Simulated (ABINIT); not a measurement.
## A GW chain in ABINIT: CsGeCl3 (R3m)

How does a plane-wave GW calculation on CsGeCl3 (R3m) run from the first input to the gap?

Main program and level: ABINIT 10.8.3; LDA and many-body steps on it, plane waves.

## Step 1: Set-up

Symmetry: R3m, No. 160, trigonal system. The conventional cell has a = 7.694 Å, b = 7.694 Å, c = 9.535 Å, α = 90.00°, β = 90.00°, γ = 120.00°. Nearest to Cs lie 12 Cl at 3.86 to 3.90 Å. Ge has 3 Cl at 2.37 Å nearest. Cl has 2 Ge at 2.37 to 3.10 Å and 4 Cs at 3.86 to 3.90 Å nearest. Farther neighbours and most contacts between anions are not listed.

The cell and positions are those that the Materials Project relaxed with its own functionals (PBE, PBE+U or r2SCAN), kept fixed. Spin-orbit coupling is left out unless a step names it.

## Step 2: Ground state

This step: ABINIT 10.8.3; DFT, LDA, plane waves, norm-conserving pseudopotentials.

The ground-state density comes first.

run.abi

```
acell 3*1.0 Angstrom
rprim 
  3.846816390705 2.220960478697 3.178300533600
  -3.846816390705 2.220960478697 3.178300533600
  -0.000000000000 -4.441920957394 3.178300533600
ntypat 3
znucl 55 32 17
natom 5
typat 1 2 3 3 3
xred 
  0.998403350000 0.998403350000 0.998403350000
  0.515533150000 0.515533150000 0.515533150000
  0.496712670000 0.496712670000 0.948638170000
  0.496712670000 0.948638170000 0.496712670000
  0.948638170000 0.496712670000 0.496712670000
pp_dirpath "pseudos"
pseudos "Cs.upf, Ge.upf, Cl.upf"
ecut 56
ngkpt 4 4 4
nshiftk 1
shiftk 0 0 0
kptopt 1
chksymbreak 0
nband 32
occopt 1
tolvrs 1e-08
nstep 60
prtwf 0
optforces 0
optstress 0
indata_prefix "in"
outdata_prefix "out"
tmpdata_prefix "tmp"
```

On the command line:

```sh
> OMP_NUM_THREADS=1 mpirun -n 4 abinit run.abi > log
```

Numbers of over 12 decimals in the logs are rounded to 6 here.

Output:

```text
.Version 10.8.3 of ABINIT. v10.8.2 released Aug 2026.

 Symmetries : space group R3 m (#160); Bravais hR (rhombohedral)
================================================================================
 Values of the parameters that define the memory need of the present run
     intxc =       0    ionmov =       0      iscf =       7    lmnmax =       8
     lnmax =       8     mgfft =      72  mpssoang =       4    mqgrid =    3477
     natom =       5  nloc_mem =       1    nspden =       1   nspinor =       1
    nsppol =       1      nsym =       6    n1xccc =    2501    ntypat =       3
    occopt =       1   xclevel =       1
-    mband =          32        mffmem =           1         mkmem =           4
       mpw =       22022          nfft =      373248          nkpt =          13
================================================================================
  Rough estimation (10% accuracy) of disk space for files :
================================================================================

--------------------------------------------------------------------------------
------------- Echo of variables that govern the present computation ------------
--------------------------------------------------------------------------------
 -outvars: echo values of preprocessed input variables --------
            acell      1.8897261259E+00  1.8897261259E+00  1.8897261259E+00 Bohr

      chksymbreak           0
             ecut      5.60000000E+01 Hartree
-          fftalg         312

              ixc       -1012
              kpt      0.00000000E+00  0.00000000E+00  0.00000000E+00
                       2.50000000E-01  0.00000000E+00  0.00000000E+00
                       5.00000000E-01  0.00000000E+00  0.00000000E+00
                       2.50000000E-01  2.50000000E-01  0.00000000E+00
                       5.00000000E-01  2.50000000E-01  0.00000000E+00
                      -2.50000000E-01  2.50000000E-01  0.00000000E+00
                       5.00000000E-01  5.00000000E-01  0.00000000E+00
                       2.50000000E-01  2.50000000E-01  2.50000000E-01
                       5.00000000E-01  2.50000000E-01  2.50000000E-01
                      -2.50000000E-01  2.50000000E-01  2.50000000E-01
                       5.00000000E-01  5.00000000E-01  2.50000000E-01
[...]
kptrlatt        4    0    0      0    4    0      0    0    4
          kptrlen      4.12859144E+01
P           mkmem           4
            natom           5
            nband          32
            ngfft          72      72      72
             nkpt          13
            nstep          60
             nsym           6
           ntypat           3
              occ      2.000000  2.000000  2.000000  2.000000  2.000000  2.000000
                       2.000000  2.000000  2.000000  2.000000  2.000000  2.000000
                       2.000000  2.000000  2.000000  2.000000  2.000000  2.000000
                       2.000000  2.000000  2.000000  2.000000  2.000000  2.000000
                       2.000000  2.000000  0.000000  0.000000  0.000000  0.000000
                       0.000000  0.000000
        optforces           0
        optstress           0
            prtwf           0
            rprim      3.8468163907E+00  2.2209604787E+00  3.1783005336E+00
[...]
spgroup         160

           tolvrs      1.00000000E-08

             xred      9.9840335000E-01  9.9840335000E-01  9.9840335000E-01
[...]
znucl       55.00000   32.00000   17.00000

================================================================================

 chkinp: Checking input parameters for consistency.

================================================================================
== DATASET  1 ==================================================================
-   mpi_nproc: 4, omp_nthreads: 1 (-1 if OMP is not activated)

--- !DatasetInfo
iteration_state: {dtset: 1, }
dimensions: {natom: 5, nkpt: 13, mband: 32, nsppol: 1, nspinor: 1, nspden: 1, mpw: 22022, }
cutoff_energies: {ecut:  56.0, pawecutdg:  -1.0, }
electrons: {nelect:   5.20000000E+01, charge:   0.00000000E+00, occopt:   1.00000000E+00, tsmear:   1.00000000E-02, }

 Real(R)+Recip(G) space primitive vectors, cartesian coordinates (Bohr,Bohr^-1):
 R(1)=  7.2694294  4.1970070  6.0061176  G(1)=  0.0687812  0.0397108  0.0554990
 R(2)= -7.2694294  4.1970070  6.0061176  G(2)= -0.0687812  0.0397108  0.0554990
 R(3)=  0.0000000 -8.3940141  6.0061176  G(3)=  0.0000000 -0.0794217  0.0554990
 Unit cell volume ucvol=  1.0994743E+03 bohr^3
 Angles (23,13,12)=  8.95462282E+01  8.95462282E+01  8.95462282E+01 degrees

 getcut: wavevector=  0.0000  0.0000  0.0000  ngfft=  72  72  72
         ecut(hartree)=     56.000   => boxcut(ratio)=   2.07090

--- Pseudopotential description ------------------------------------------------
- Cs Generated using ONCVPSP code by D. R. Hamann
- 55.00000   9.00000  201201                  znucl, zion, pspdat
12 -1012 3 -1 2328                            pspcod,pspxc,lmax,lloc,mmax
     nproj     2     2     2     2
  pspatm : epsatm=   21.68725381
         --- l  ekb(1:nproj) -->
[...]
pspatm: atomic psp has been read  and splines computed

- Ge Generated using ONCVPSP code by D. R. Hamann
- 32.00000  22.00000  201201                  znucl, zion, pspdat
12 -1012 2 -1 1524                            pspcod,pspxc,lmax,lloc,mmax
     nproj     2     2     2     0
  pspatm : epsatm=   22.63792625
         --- l  ekb(1:nproj) -->
[...]
pspatm: atomic psp has been read  and splines computed

- Cl Generated using ONCVPSP code by D. R. Hamann
- 17.00000   7.00000  180309                  znucl, zion, pspdat
12 -1012 2 -1 1016                            pspcod,pspxc,lmax,lloc,mmax
     nproj     2     2     2     0
  pspatm : epsatm=    8.88507506
         --- l  ekb(1:nproj) -->
[...]
pspatm: atomic psp has been read  and splines computed

   3.69098107E+03                                ecore*ucvol(ha*bohr**3)
--------------------------------------------------------------------------------

_setup2: Arith. and geom. avg. npw (full set) are   22005.797   22005.792

================================================================================

--- !BeginCycle
iteration_state: {dtset: 1, }
solver: {iscf: 7, nstep: 60, nline: 4, wfoptalg: 0, }
tolerances: {tolvrs: 1.00E-08, }

     iter   Etot(hartree)      deltaE(h)  residm     vres2
 ETOT  1  -346.58757703577    -3.466E+02 7.487E-01 1.296E+04
 ETOT  2  -350.05068106251    -3.463E+00 7.253E-02 2.125E+04
 ETOT  3  -352.09636133415    -2.046E+00 2.292E-02 2.404E+03
 ETOT  4  -352.19794956111    -1.016E-01 1.144E-02 1.559E+03
 ETOT  5  -352.28680674605    -8.886E-02 1.210E-03 5.763E+02
 ETOT  6  -352.31205484195    -2.525E-02 2.829E-03 2.739E+02
 ETOT  7  -352.33135855306    -1.930E-02 2.152E-03 2.933E+01
 ETOT  8  -352.33343579133    -2.077E-03 1.104E-03 1.773E+00
 ETOT  9  -352.33356807167    -1.323E-04 2.420E-04 4.910E-02
 ETOT 10  -352.33357261829    -4.547E-06 1.342E-04 1.193E-04
 ETOT 11  -352.33357264590    -2.761E-08 4.881E-05 1.355E-05
 ETOT 12  -352.33357264746    -1.555E-09 7.703E-05 1.283E-06
 ETOT 13  -352.33357264757    -1.123E-10 2.707E-05 3.106E-07
 ETOT 14  -352.33357264754     3.246E-11 4.123E-05 3.429E-08
 ETOT 15  -352.33357264755    -1.546E-11 1.462E-05 1.171E-09

 At SCF step   15       vres2   =  1.17E-09 < tolvrs=  1.00E-08 =>converged.

--- !ResultsGS
iteration_state: {dtset: 1, }
comment   : Summary of ground state results
lattice_vectors:
- [  7.2694294,   4.1970070,   6.0061176, ]
- [ -7.2694294,   4.1970070,   6.0061176, ]
- [ -0.0000000,  -8.3940141,   6.0061176, ]
lattice_lengths: [  10.32148,   10.32148,   10.32148, ]
lattice_angles: [ 89.546,  89.546,  89.546, ] # degrees, (23, 13, 12)
lattice_volume:   1.0994743E+03
convergence: {deltae: -1.546E-11, res2:  1.171E-09, residm:  1.462E-05, diffor:  0.000E+00, }
etotal    :  -3.52333573E+02
entropy   :   0.00000000E+00
fermie    :   7.19807518E-02
cartesian_stress_tensor: null
pressure_GPa: null
xred      :
- [  9.9840E-01,   9.9840E-01,   9.9840E-01, Cs]
- [  5.1553E-01,   5.1553E-01,   5.1553E-01, Ge]
- [  4.9671E-01,   4.9671E-01,   9.4864E-01, Cl]
- [  4.9671E-01,   9.4864E-01,   4.9671E-01, Cl]
- [  9.4864E-01,   4.9671E-01,   4.9671E-01, Cl]
cartesian_forces: null
force_length_stats: {min: null, max: null, mean: null, }

 Integrated electronic density in atomic spheres:
 ------------------------------------------------
 Atom  Sphere_radius  Integrated_density
[...]
================================================================================

 ----iterations are completed or convergence reached----

 Mean square residual over all n,k,spin=   81.697E-09; max=  14.623E-06
 reduced coordinates (array xred) for    5 atoms
       0.998403350000      0.998403350000      0.998403350000
       0.515533150000      0.515533150000      0.515533150000
       0.496712670000      0.496712670000      0.948638170000
       0.496712670000      0.948638170000      0.496712670000
       0.948638170000      0.496712670000      0.496712670000
 rms dE/dt=  0.0000E+00; max dE/dt=  0.0000E+00; dE/dt below (all hartree)
    1       0.000000000000      0.000000000000      0.000000000000
    2       0.000000000000      0.000000000000      0.000000000000
    3       0.000000000000      0.000000000000      0.000000000000
    4       0.000000000000      0.000000000000      0.000000000000
    5       0.000000000000      0.000000000000      0.000000000000

 cartesian coordinates (angstrom) at end:
    1      0.000000     0.000000     9.519678
    2     -0.000000     0.000000     4.915558
    3     -0.000000    -2.007417     6.172461
    4     -1.738474     1.003709     6.172461
    5      1.738474     1.003709     6.172461
 length scales=  1.889726125908  1.889726125908  1.889726125908 bohr
              =  1.000000000000  1.000000000000  1.000000000000 angstroms
 prteigrs : about to open file out_EIG
 Fermi (or HOMO) energy (hartree) =   0.07198   Average Vxc (hartree)=  -0.31317
 Eigenvalues (hartree) for nkpt=  13  k points:
 kpt#   1, nband= 32, wtk=  0.01563, kpt=  0.0000  0.0000  0.0000 (reduced coord)
  -5.91010   -3.98668   -3.98668   -3.98531   -0.83432   -0.83432   -0.83292   -0.83292
  -0.83209   -0.70671   -0.49768   -0.46637   -0.46637   -0.22011   -0.21994   -0.21994
  -0.19166   -0.11039   -0.11039   -0.07877   -0.02980   -0.02980   -0.02316   -0.01935
  -0.01935   -0.01249    0.19037    0.22266    0.22266    0.24897    0.25604    0.25604
 prteigrs : prtvol=0 or 1, do not print more k-points.

--- !EnergyTerms
iteration_state     : {dtset: 1, }
comment             : Components of total free energy in Hartree
kinetic             :  1.55265087897587E+02
hartree             :  1.71757401403163E+02
xc                  : -4.72943812328144E+01
Ewald energy        : -1.32965180889418E+02
psp_core            :  3.35704154996994E+00
local_psp           : -4.40977514499584E+02
non_local_psp       : -6.14760268764532E+01
total_energy        : -3.52333572647551E+02
total_energy_eV     : -9.58748493273892E+03
band_energy         : -5.08413983604801E+01

== END DATASET(S) ==============================================================
================================================================================

 -outvars: echo values of variables after computation  --------
           etotal     -3.5233357265E+02
            nband          32
             nkpt          13
          spgroup         160
 [... the other variables as echoed above ...]

 Calculation completed.
```

Elapsed: 2.7 min, on 4 MPI ranks of Intel Xeon Platinum 8488C (Sapphire Rapids), shared host; peak memory 0.77 GiB.

Numbers from this step:

| Item | Value |
| --- | --- |
| total energy | -9587.4849 eV |
| gap | 1.977 eV |
| k of the valence top | 0.5, 0.5, 0.5 |
| k of the conduction bottom | 0.5, 0.5, 0.5 |
| least direct gap | 1.977 eV |

The gap is direct, at (0.500, 0.500, 0.500).

[end of part 1 of 3]

[Paths, hosts, dates, memory and timing lines, banners, echoed tables and standing remarks are left out of the program output.]

[Logs are printed without paths, hosts, clocks, repeated set-up lines and the standing remarks that a program may print on its own settings, such as how far it seeks lower states.]

[Runs of the session that timed out or met a known fault of the program may be left out.]

[Hosts, paths, dates, database ids (printed as entryN), source tags and the programs' standing remarks are cut or masked in the printed files.]

[G0W0 gaps are taken among the corrected bands and points alone; a level outside them can change the order at an edge.]

[Where Ansatz stands beside ABINIT at settings called matched, ABINIT's density can come from a denser mesh and the files from another edition; pairs whose starting gaps differed by over 0.03 eV were left out, so agreement reads better than it is.]
